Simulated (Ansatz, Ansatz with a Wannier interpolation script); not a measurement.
An input for Ansatz 0.2.0 (AlN (P6_3mc)):

```yaml
crystal:
  lattice:
    - [3.113, 0.0, 0.0]
    - [-1.5565, 2.69593708, 0.0]
    - [0.0, 0.0, 4.981]
  atoms:
    - { symbol: Al, position: [0.33333333, 0.66666667, 0.0] }
    - { symbol: Al, position: [0.66666667, 0.33333333, 0.5] }
    - { symbol: "N", position: [0.33333333, 0.66666667, 0.38] }
    - { symbol: "N", position: [0.66666667, 0.33333333, 0.88] }
kpoints:
  mp_grid: { grid: [9, 9, 4] }
hamiltonian:
  xc: lda
  pseudopotentials: { kind: paw, azcp: { folder: soft_1 }, xc_functional: pbe }
scf:
  occupations: { method: fixed }
gw:
  n_empty_bands: 192
  ecut_chi: 160.0
  qp_bands: [v6, c2]
  screening: { model: godby_needs }
```

The database entry behind the starting cell differs from later determinations by our own check (inner coordinate u about 0.002 short), so it need not match the best structure at ambient conditions.

```sh
ansatz run input.yaml --threads 3 --pin off --max-ram 92160MiB --backend cuda --events-out ev --progress --plain --runs-dir out --devices 1 --max-vram 13GiB
```

Q: How long will it take on 1 × NVIDIA H100 80GB HBM3 (shared by 6 runs) with 3 threads of AMD EPYC 7R13 (Zen 3), shared host, and how much memory?

It took 2 min; on shared hardware allow 59 s to 4 min. Peak host memory was 3.0 GiB. The sizes that set the cost: 809 plane waves a state, 36 irreducible k points, 200 bands summed, 197 plane waves in the screening and 6 SCF cycles.

The screening grows as filled bands × empty bands × pairs of k points, times the square of the screening basis for the matrix.

[Paths, hosts, dates, memory and timing lines, banners, echoed tables and standing remarks are left out of the program output.]

[Logs are printed without paths, hosts, clocks, repeated set-up lines and the standing remarks that a program may print on its own settings, such as how far it seeks lower states.]

[Runs of the session that timed out or met a known fault of the program may be left out.]

[Hosts, paths, dates, database ids (printed as entryN), source tags and the programs' standing remarks are cut or masked in the printed files.]
